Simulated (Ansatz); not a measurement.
# Sn2C (model cell, started as cuprite): a soft mode frozen in

Wanted: the energy along a soft mode of Sn2C (model cell, started as cuprite) and the structure at the end.

Calculated with Ansatz 0.2.0; DFT PBEsol, scalar-relativistic, plane waves, PAW.

This is a report of a sequence of runs, with most program output left out.

The structure was built from a prototype and need not be the compound's stable phase.

**1. The structure**

The structure is cubic, space group Pn-3m (No. 224). The conventional cell has a = 5.021 Å, b = 5.021 Å, c = 5.021 Å, α = 90.00°, β = 90.00°, γ = 90.00°. C has 4 Sn at 2.17 Å nearest. Nearest to Sn lie 2 C at 2.17 Å. Farther neighbours are not listed.

Structure file:

```cif
data_structure
_symmetry_space_group_name_H-M 'P 1'
_symmetry_Int_Tables_number 1
_cell_length_a 5.0213
_cell_length_b 5.0213
_cell_length_c 5.0213
_cell_angle_alpha 90.000
_cell_angle_beta 90.000
_cell_angle_gamma 90.000
_cell_volume 126.60
loop_
_atom_site_label
_atom_site_type_symbol
_atom_site_fract_x
_atom_site_fract_y
_atom_site_fract_z
_atom_site_occupancy
C1 C 0.00000 0.00000 0.00000 1
C2 C 0.50000 0.50000 0.50000 1
Sn3 Sn 0.25000 0.25000 0.25000 1
Sn4 Sn 0.75000 0.75000 0.25000 1
Sn5 Sn 0.75000 0.25000 0.75000 1
Sn6 Sn 0.25000 0.75000 0.75000 1
```

**2. Response at finite wavevector**

The cell comes from relaxations at this level that are not shown. Stability and thermal properties need the whole zone. Linear response on a 2×2×2 q mesh gives force constants as far as a supercell of that size would.

The input, input.yaml:

```yaml
crystal:
  lattice:
    - [5.0213021337, 0.0, 0.0]
    - [0.0, 5.0213021337, 0.0]
    - [0.0, 0.0, 5.0213021337]
  atoms:
    - { symbol: C, position: [0.0, 0.0, 0.0] }
    - { symbol: C, position: [0.5, 0.5, 0.5] }
    - { symbol: Sn, position: [0.25, 0.25, 0.25] }
    - { symbol: Sn, position: [0.75, 0.75, 0.25] }
    - { symbol: Sn, position: [0.75, 0.25, 0.75] }
    - { symbol: Sn, position: [0.25, 0.75, 0.75] }
kpoints:
  mp_grid: { grid: [8, 8, 8] }
hamiltonian:
  xc: pbesol
scf:
  occupations: { method: methfessel_paxton, width: 0.2 }
output:
  eigenvalues: true
phonons:
  method: dfpt
  qmesh: [2, 2, 2]
  temperatures: { t_max: 1000, t_step: 50 }
  qpath:
    path:
      - [[0.0, 0.0, 0.0], [0.0, 0.5, 0.0], [0.5, 0.5, 0.0], [0.0, 0.0, 0.0], [0.5, 0.5, 0.5], [0.0, 0.5, 0.0]]
      - [[0.5, 0.5, 0.5], [0.5, 0.5, 0.0]]
    npoints: 10
```

The run is started by

```sh
> ansatz run input.yaml --threads 8 --pin off --max-ram 14336MiB --backend cpu --events-out ev --progress --plain --runs-dir out
```

Elapsed: 2.1 min, on 8 threads of Arm Neoverse V2, shared host; peak memory 3.4 GiB.

This step gave:

* volume per atom: 21.10 Å³
* gap on the k-mesh: 0 eV
* sum-rule residual before enforcement: 3.88e-6 eV/Å²
* lowest frequency on the path: -184.3 cm⁻¹
* point group: m-3m
* highest frequency on the path or at a solved wavevector: 535.2 cm⁻¹
* highest optical mode at the zone centre (no LO-TO term): 501.7 cm⁻¹
* lowest optical zone-centre mode: -92.19 cm⁻¹
* lowest mode on the q mesh (acoustic modes at Γ apart): -184.3 cm⁻¹

Frequencies (cm⁻¹) solved at each irreducible wavevector; negative means imaginary. Frequencies by wavevector, by row:

| q in reciprocal lattice units | star | mode 1 | mode 2 | mode 3 | mode 4 | mode 16 | mode 17 | mode 18 |
| --- | --- | --- | --- | --- | --- | --- | --- | --- |
| 0 0 0 | 1 | -92.2 | -92.2 | -92.2 | -77.8 | 501.7 | 501.7 | 501.7 |
| 0 0 -0.5 | 3 | -92.7 | -92.7 | -74.2 | -74.2 | 428 | 531.6 | 531.6 |
| 0 -0.5 -0.5 | 3 | -184.3 | -184.3 | -81.5 | -81.5 | 441 | 512.2 | 512.2 |
| -0.5 -0.5 -0.5 | 1 | -137.9 | -137.9 | -137.9 | -81.8 | 496.2 | 496.2 | 496.2 |

Interpolated from a 2×2×2 q mesh. The phonon branches at the labelled points (cm⁻¹):

| point | branch 1 | branch 2 | branch 3 | branch 4 | branch 15 | branch 16 | branch 17 | branch 18 |
| --- | --- | --- | --- | --- | --- | --- | --- | --- |
| Γ | -92 | -92 | -92 | -78 | 362 | 502 | 502 | 502 |
| halfway | -94 | -84 | -84 | -84 | 381 | 479 | 518 | 518 |
| X | -93 | -93 | -74 | -74 | 428 | 428 | 532 | 532 |
| halfway | -130 | -130 | -89 | -89 | 432 | 432 | 526 | 526 |
| M | -184 | -184 | -82 | -82 | 441 | 441 | 512 | 512 |
| halfway | -108 | -104 | -90 | -88 | 395 | 471 | 517 | 526 |
| Γ | -92 | -92 | -92 | -78 | 362 | 502 | 502 | 502 |
| halfway | -118 | -118 | -104 | -84 | 338 | 506 | 510 | 510 |
| R | -138 | -138 | -138 | -82 | 378 | 496 | 496 | 496 |
| halfway | -138 | -126 | -124 | -86 | 352 | 487 | 502 | 527 |
| X | -93 | -93 | -74 | -74 | 428 | 428 | 532 | 532 |
| jump to R | -138 | -138 | -138 | -82 | 378 | 496 | 496 | 496 |
| halfway | -154 | -154 | -114 | -82 | 399 | 480 | 510 | 510 |
| M | -184 | -184 | -82 | -82 | 441 | 441 | 512 | 512 |

Symmetry leaves 4 wavevectors to solve. The lowest mode among them, the acoustic zeros apart, lies at q = (0, -0.5, -0.5) and is imaginary, 184.3i cm⁻¹, so the energy falls along it.

**3. The mode frozen in, largest atomic shift 0 Å**

The mode followed lies at q = (0, -0.5, -0.5) with frequency 184.3i cm⁻¹ and is 2-fold degenerate, the softest among the wavevectors solved. At small amplitude the distorted cell has space group no. 16 by a symmetry search on the positions. The undistorted cell that holds it gives the zero of energy on the same k mesh.

System of this step: Sn2C (model cell, started as cuprite). It takes space group Pn-3m (No. 224, cubic). The conventional cell has a = 5.021 Å, b = 5.021 Å, c = 5.021 Å, α = 90.00°, β = 90.00°, γ = 90.00°. C has 4 Sn at 2.17 Å nearest. Sn has 2 C at 2.17 Å nearest. Farther neighbours are not listed.

The input, input.yaml:

```yaml
crystal:
  lattice:
    - [-5.0213021337, 0.0, 0.0]
    - [0.0, -5.0213021337, -5.0213021337]
    - [0.0, -5.0213021337, 5.0213021337]
  atoms:
    - { symbol: C, position: [0.0, 0.5, 0.5] }
    - { symbol: C, position: [0.0, 0.0, 0.0] }
    - { symbol: C, position: [0.5, 0.0, 0.5] }
    - { symbol: C, position: [0.5, 0.5, 0.0] }
    - { symbol: Sn, position: [0.75, 0.25, 0.5] }
    - { symbol: Sn, position: [0.75, 0.75, 0.0] }
    - { symbol: Sn, position: [0.25, 0.0, 0.25] }
    - { symbol: Sn, position: [0.25, 0.5, 0.75] }
    - { symbol: Sn, position: [0.25, 0.0, 0.75] }
    - { symbol: Sn, position: [0.25, 0.5, 0.25] }
    - { symbol: Sn, position: [0.75, 0.75, 0.5] }
    - { symbol: Sn, position: [0.75, 0.25, 0.0] }
kpoints:
  mp_grid: { grid: [8, 6, 6] }
hamiltonian:
  xc: pbesol
scf:
  occupations: { method: methfessel_paxton, width: 0.2 }
output:
  forces: true
  stress: true
  eigenvalues: true
```

Elapsed: 5.4 s, on 8 threads; peak memory 1.5 GiB; 41 s of CPU time.

This step gave:

- pressure: -0.03511 GPa
- energy from the undistorted cell: 0 meV/atom

The run ends at a pressure of -0.04 GPa.

**4. The mode frozen in, largest atomic shift 0.22 Å**

The atoms are moved along the unstable eigenvector, the largest shift by 0.22 Å, with the cell fixed.

The input, input.yaml:

```yaml
crystal:
  lattice:
    - [-5.0213021337, 0.0, 0.0]
    - [0.0, -5.0213021337, -5.0213021337]
    - [0.0, -5.0213021337, 5.0213021337]
  atoms:
    - { symbol: C, position: [0.0, 0.484808302, 0.5270003063] }
    - { symbol: C, position: [0.0, 0.015191698, -0.0270003063] }
    - { symbol: C, position: [0.5, 0.015191698, 0.5270003063] }
    - { symbol: C, position: [0.5, 0.484808302, -0.0270003063] }
    - { symbol: Sn, position: [0.75, 0.25, 0.4882358489] }
    - { symbol: Sn, position: [0.75, 0.75, 0.0117641511] }
    - { symbol: Sn, position: [0.25, -0.006619089, 0.25] }
    - { symbol: Sn, position: [0.25, 0.506619089, 0.75] }
    - { symbol: Sn, position: [0.25, -0.006619089, 0.75] }
    - { symbol: Sn, position: [0.25, 0.506619089, 0.25] }
    - { symbol: Sn, position: [0.75, 0.75, 0.4882358489] }
    - { symbol: Sn, position: [0.75, 0.25, 0.0117641511] }
kpoints:
  mp_grid: { grid: [8, 6, 6] }
hamiltonian:
  xc: pbesol
scf:
  occupations: { method: methfessel_paxton, width: 0.2 }
output:
  forces: true
  stress: true
  eigenvalues: true
```

Run time: 16 s. Hardware: 8 threads; peak memory 1.6 GiB; 2 min of CPU time.

This step gave:

- pressure: 1.269 GPa
- energy from the undistorted cell: -8.361 meV/atom

The energy, extrapolated to zero smearing, is -8.36 meV/atom against the undistorted cell.

The run ends at a pressure of 1.27 GPa, with forces up to 0.99 eV/Å.

**5. Energy along the mode, all amplitudes (two of the runs are shown above)**

An imaginary frequency means negative curvature, so the energy should fall and then rise again as anharmonic terms take over.

This step gave:

| Quantity | Value |
| --- | --- |
| depth at the lowest point sampled | 8.361 meV/atom |
| largest atomic shift at that point | 0.22 Å |

Energy from the parent against largest atomic shift:

| largest atomic shift (Å) | energy from the parent (meV/atom) |
| --- | --- |
| 0.000 | 0 |
| 0.040 | -0.904 |
| 0.080 | -3.04 |
| 0.140 | -6.72 |
| 0.220 | -8.36 |
| 0.320 | 5.76 |

Displacement at unit largest shift by atom:

| atom | x (Å) | y (Å) | z (Å) | size |
| --- | --- | --- | --- | --- |
| C1 | 0.00 | -0.27 | 0.96 | 1.00 |
| C2 | 0.00 | 0.27 | -0.96 | 1.00 |
| C3 | 0.00 | -0.96 | 0.27 | 1.00 |
| C4 | 0.00 | 0.96 | -0.27 | 1.00 |
| Sn5 | 0.00 | 0.27 | -0.27 | 0.38 |
| Sn6 | 0.00 | -0.27 | 0.27 | 0.38 |
| Sn7 | 0.00 | 0.15 | 0.15 | 0.21 |
| Sn8 | 0.00 | -0.15 | -0.15 | 0.21 |
| Sn9 | 0.00 | 0.15 | 0.15 | 0.21 |
| Sn10 | 0.00 | -0.15 | -0.15 | 0.21 |
| Sn11 | 0.00 | 0.27 | -0.27 | 0.38 |
| Sn12 | 0.00 | -0.27 | 0.27 | 0.38 |

The lowest of the steps tried is at 0.22 Å, 8.36 meV/atom below the parent; the bottom of the well need not coincide with a step.

**6. Relaxing from the distorted cell**

Starting from the lowest point found, all atoms and the cell are let go, so that strain and other modes of the same symmetry can join in.

input.yaml: that of step 4 with these lines changed.

```diff
@@ -28 +28,10 @@
   eigenvalues: true
+  write_density: true
+  write_potential: true
+  elf: true
+  volumetric_format: npy
+relax:
+  adjacent_minimum: "off"
+  f_tol: 0.002
+  max_steps: 120
+  cell: { stress_tol: 0.03 }
```

Run time: 4.4 min. Hardware: 8 threads; peak memory 1.8 GiB; 35 min of CPU time.

Relaxation path:

| step | energy less that of the first step (eV) | largest force component (eV/Å) | pressure (GPa) | volume (Å³) |
| --- | --- | --- | --- | --- |
| 1 | 0.0000 | 0.7006 | 1.27 | 253.21 |
| 2 | -0.7510 | 0.7351 | 0.76 | 251.94 |
| 3 | -1.0897 | 0.4814 | 1.07 | 251.75 |
| 4 | -1.1360 | 0.2864 | 0.22 | 254.10 |
| 5 | -1.0718 | 0.4969 | 0.82 | 253.52 |
| 6 | -1.1537 | 0.0873 | 0.01 | 254.70 |
| 7 | -1.1574 | 0.0488 | 0.04 | 254.63 |
| 8 | -1.1585 | 0.0075 | 0.00 | 254.73 |
| 9 | -1.1587 | 0.0039 | -0.01 | 254.75 |
| 10 | -1.1587 | 0.0006 | 0.00 | 254.70 |
| 11* | -1.1615 | 0.0006 | 0.00 | 254.70 |
| 12 | -1.1617 | 0.0012 | 0.00 | 254.69 |
| 13* | -1.1617 | 0.0012 | 0.00 | 254.69 |

Relaxation steps marked * repeat the geometry before them on a plane-wave basis chosen anew for their cell, so energy and pressure can jump there. Relaxation step 5 was tried and not accepted.

The run keeps the 4 symmetry operations that it works with, so distortions that break them were not tested.

| conventional cell, symmetrised | before | after | change |
| --- | --- | --- | --- |
| a (Å) | 5.021 | 5.159 | +2.7 % |
| b (Å) | 7.101 | 6.886 | -3.0 % |
| c (Å) | 7.101 | 7.170 | +1.0 % |
| volume (Å³/atom) | 21.10 | 21.22 | +0.6 % |

The atoms that moved most (Å, as changes of fractional coordinates times the final cell):

| atom | dx | dy | dz | length |
| --- | --- | --- | --- | --- |
| Sn12 | 0.000 | -0.200 | 0.200 | 0.283 |
| Sn5 | 0.000 | 0.200 | -0.200 | 0.283 |
| Sn9 | 0.000 | 0.192 | 0.192 | 0.271 |
| Sn8 | 0.000 | -0.192 | -0.192 | 0.271 |
| Sn11 | 0.000 | 0.155 | -0.155 | 0.219 |
| Sn6 | 0.000 | -0.155 | 0.155 | 0.219 |
| C3 | -0.068 | -0.011 | 0.042 | 0.081 |
| C4 | -0.068 | 0.011 | -0.042 | 0.081 |

The relaxed structure:

```
C Sn
1.0
    -5.15856    0.00000    0.00000
     0.00000   -4.86948   -4.86948
     0.00000   -5.06965    5.06965
C Sn
4 8
Direct
  0.98673 0.48793 0.53224
  0.98673 0.01207 0.96776
  0.51327 0.01207 0.53224
  0.51327 0.48793 0.96776
  0.75000 0.25000 0.44881
  0.75000 0.75000 0.04237
  0.25000 0.98369 0.25000
  0.25000 0.54595 0.75000
  0.25000 0.95405 0.75000
  0.25000 0.51631 0.25000
  0.75000 0.75000 0.45763
  0.75000 0.25000 0.05119
```

Numbers from this step:

```yaml
pressure: 9.27e-4 GPa
volume_per_atom: 21.22 Å³
```

ELF in the ac plane at fractional y = 0.012, with atoms of C and Sn within 0.2 Å of it. It is the smooth field of the valence electrons, not physical close to the nuclei.

Ten even steps from '_' (0.02) to '@' (0.80), each cell a mean:
```
::%%%%++--::::::..::==##%%--
%%@@##==------::....--##@@%%
@@##==----------..__..==##@@
**==::....------..____::==**
==--..____::--==--..____..--
----::....--++##++--..____::
----------++@@@@%%**--..__..
::------++@@@@##%%%%++::....
::::::--##@@**..**@@**::....
::::..::**@@%%++%%%%++::::::
==------==##@@@@%%++--::::--
++==------==****==::....::==
====--..::------..____..::==
==--..____::----..______..--
----..____::====::..______::
----::..::--====--....__..::
**++------==++==--::....--++
@@@@**------==--::::::==##@@
**@@%%==::::::::::::--**%%**
```
Columns run along a (5.2 Å), rows up along c (7.2 Å). Atoms in or near the plane, at fractional coordinates: C at (0.99, 0.97), C at (0.51, 0.53), Sn at (0.25, 0.25).

Electrostatic potential energy in the ac plane at fractional y = 0.012, with atoms of C and Sn within 0.2 Å of it. With pseudopotentials it is smooth inside the atoms' cores, unlike the true potential.

Values in eV, 19 rows by 14 columns, each cell a mean:
```
-37 -21   6  11  11  12  12  13  12  12  12   8 -14 -37
-27  -6   4   4   5   8  10  12  13  13  13  11   0 -24
  3   1  -5  -7  -7  -2   7  11  13  13  14  13  10   5
  7  -4  -4   6   3  -8   2  10  13  14  14  14  13  12
  7  -6   2  14  12  -6   0  10  13  14  14  14  14  12
  8  -4  -4   6   2  -7   2  10  12  14  14  14  13  12
 10   4  -5  -7  -6  -2   3   2   7  12  13  14  13  12
 12   9   7   5   5   2 -18 -29 -14   6  12  13  13  13
 13  12  11  11  10  -2 -34 -37 -31   0  11  12  12  13
 13  13  12  12  11   3 -24 -36 -22   3  10  11  12  12
 12  11   9   8   8   8   3  -2   4   9  10  11  12  12
 11   6  -1  -5  -3   3   8  10  11  11  11  11  12  12
  8  -3  -5   3   0  -6   3  10  12  12  12  12  12  12
  6  -7   7  14  13  -2  -2   9  12  13  13  13  12  11
  6  -7   7  14  13  -2  -2   9  12  13  13  13  12  11
  8  -2  -5   2   0  -6   3  10  12  12  12  12  12  11
  9   6   0  -4  -3   3   9  12  12  12  11  11  11  10
 -2   6   9   8   9  10  12  12  12  11  11  10   7  -1
-34 -10   8  12  12  12  13  13  12  11  11   8  -6 -33
```
Columns run along a (5.2 Å; values clipped at the 3rd and 97th percentile), rows up along c (7.2 Å). Atoms in or near the plane, at fractional coordinates: C at (0.99, 0.97), C at (0.51, 0.53), Sn at (0.25, 0.25).

Valence density in the ac plane at fractional y = 0.012, with atoms of C and Sn within 0.2 Å of it. It is the smooth field of the valence electrons, not physical close to the nuclei.

Values in units of 1e0 e/Å³, 19 rows by 14 columns, each cell a mean:
```
1.6 1.2 0.5 0.2 0.1 0.1 0.1 0.1 0.1 0.1 0.2 0.4 1.0 1.6
1.4 1.0 0.6 0.4 0.3 0.2 0.1 0.1 0.1 0.1 0.1 0.3 0.7 1.2
0.7 0.7 0.8 1.1 0.9 0.4 0.2 0.1 0.1 0.1 0.1 0.1 0.3 0.5
0.4 0.7 2.0 4.0 3.3 1.1 0.3 0.1 0.1 0.0 0.0 0.1 0.1 0.2
0.2 0.8 3.1 6.6 5.3 1.7 0.4 0.2 0.1 0.1 0.0 0.0 0.1 0.1
0.2 0.5 1.9 3.9 3.2 1.2 0.5 0.3 0.2 0.1 0.1 0.0 0.0 0.1
0.1 0.3 0.6 1.0 0.9 0.7 0.7 0.7 0.4 0.2 0.1 0.1 0.0 0.1
0.1 0.1 0.2 0.3 0.4 0.7 1.2 1.4 1.0 0.5 0.2 0.1 0.1 0.1
0.1 0.1 0.1 0.2 0.3 0.8 1.5 1.6 1.4 0.7 0.3 0.1 0.1 0.1
0.1 0.1 0.1 0.1 0.3 0.7 1.3 1.6 1.2 0.6 0.3 0.1 0.1 0.1
0.1 0.1 0.2 0.2 0.3 0.4 0.7 0.8 0.6 0.3 0.2 0.1 0.1 0.1
0.1 0.2 0.4 0.6 0.6 0.4 0.4 0.3 0.2 0.2 0.1 0.1 0.1 0.1
0.2 0.5 1.7 3.4 2.8 1.0 0.3 0.2 0.1 0.1 0.1 0.1 0.1 0.1
0.2 1.0 4.4 9.6 7.6 2.3 0.5 0.2 0.1 0.1 0.1 0.1 0.1 0.1
0.2 0.9 4.4 9.5 7.5 2.3 0.5 0.2 0.1 0.1 0.1 0.1 0.1 0.1
0.2 0.5 1.7 3.3 2.7 1.0 0.3 0.1 0.1 0.1 0.1 0.1 0.1 0.1
0.4 0.4 0.5 0.6 0.5 0.3 0.2 0.1 0.1 0.1 0.1 0.1 0.2 0.3
0.8 0.6 0.4 0.2 0.2 0.1 0.1 0.1 0.1 0.1 0.2 0.2 0.5 0.7
1.6 1.0 0.4 0.2 0.1 0.1 0.1 0.1 0.1 0.1 0.2 0.4 0.9 1.5
```
Columns run along a (5.2 Å), rows up along c (7.2 Å). Atoms in or near the plane, at fractional coordinates: C at (0.99, 0.97), C at (0.51, 0.53), Sn at (0.25, 0.25).

The distorted start has space group P222; the relaxation ends in P222.

**7. Results**

```json
{"unstable mode of the parent": "q = (0, -0.5, -0.5), 184i cm⁻¹", "depth at the lowest point sampled": "8.36 meV/atom", "largest atomic shift at that point": "0.22 Å", "space group reached (within 0.01 Å)": "P222", "energy gained over the parent (first relaxation, on the mesh of the frozen mode)": "105 meV/atom", "volume per atom, phase reached": "21.2 Å³"}
```

In words: Along this mode the structure falls into P222, 105 meV/atom below the parent. At the parent's cell the well is 8.361 meV/atom deep on the steps tried, with its lowest point at a shift of 0.22 Å. Relaxing atoms and cell changes the gain by +96.90 meV/atom against the lowest step (energies at zero smearing). Most of the total comes from this relaxation. The modes of the phase reached were not computed on this path. Of the 6 patterns followed to their end from this parent, this one ends 286 meV/atom above the lowest, R-3m. Each path keeps the symmetry of its pattern, so a lower phase may lie along a pattern not tried. With no gap, or one that is small against the smearing, the frequencies hang on the k mesh and the smearing, most of all near Kohn anomalies. Spin-orbit coupling is left out, which can matter for the heavy elements here. A phonon run warned that its eigensolver left some bands unconverged in a pass. The starting cell was built on a prototype and not taken from a measurement, so the phase need not exist.

[Logs are printed without paths, hosts, clocks, repeated set-up lines and the standing remarks that a program may print on its own settings, such as how far it seeks lower states.]

[Hosts, paths, dates, database ids (printed as entryN), source tags and the programs' standing remarks are cut or masked in the printed files.]
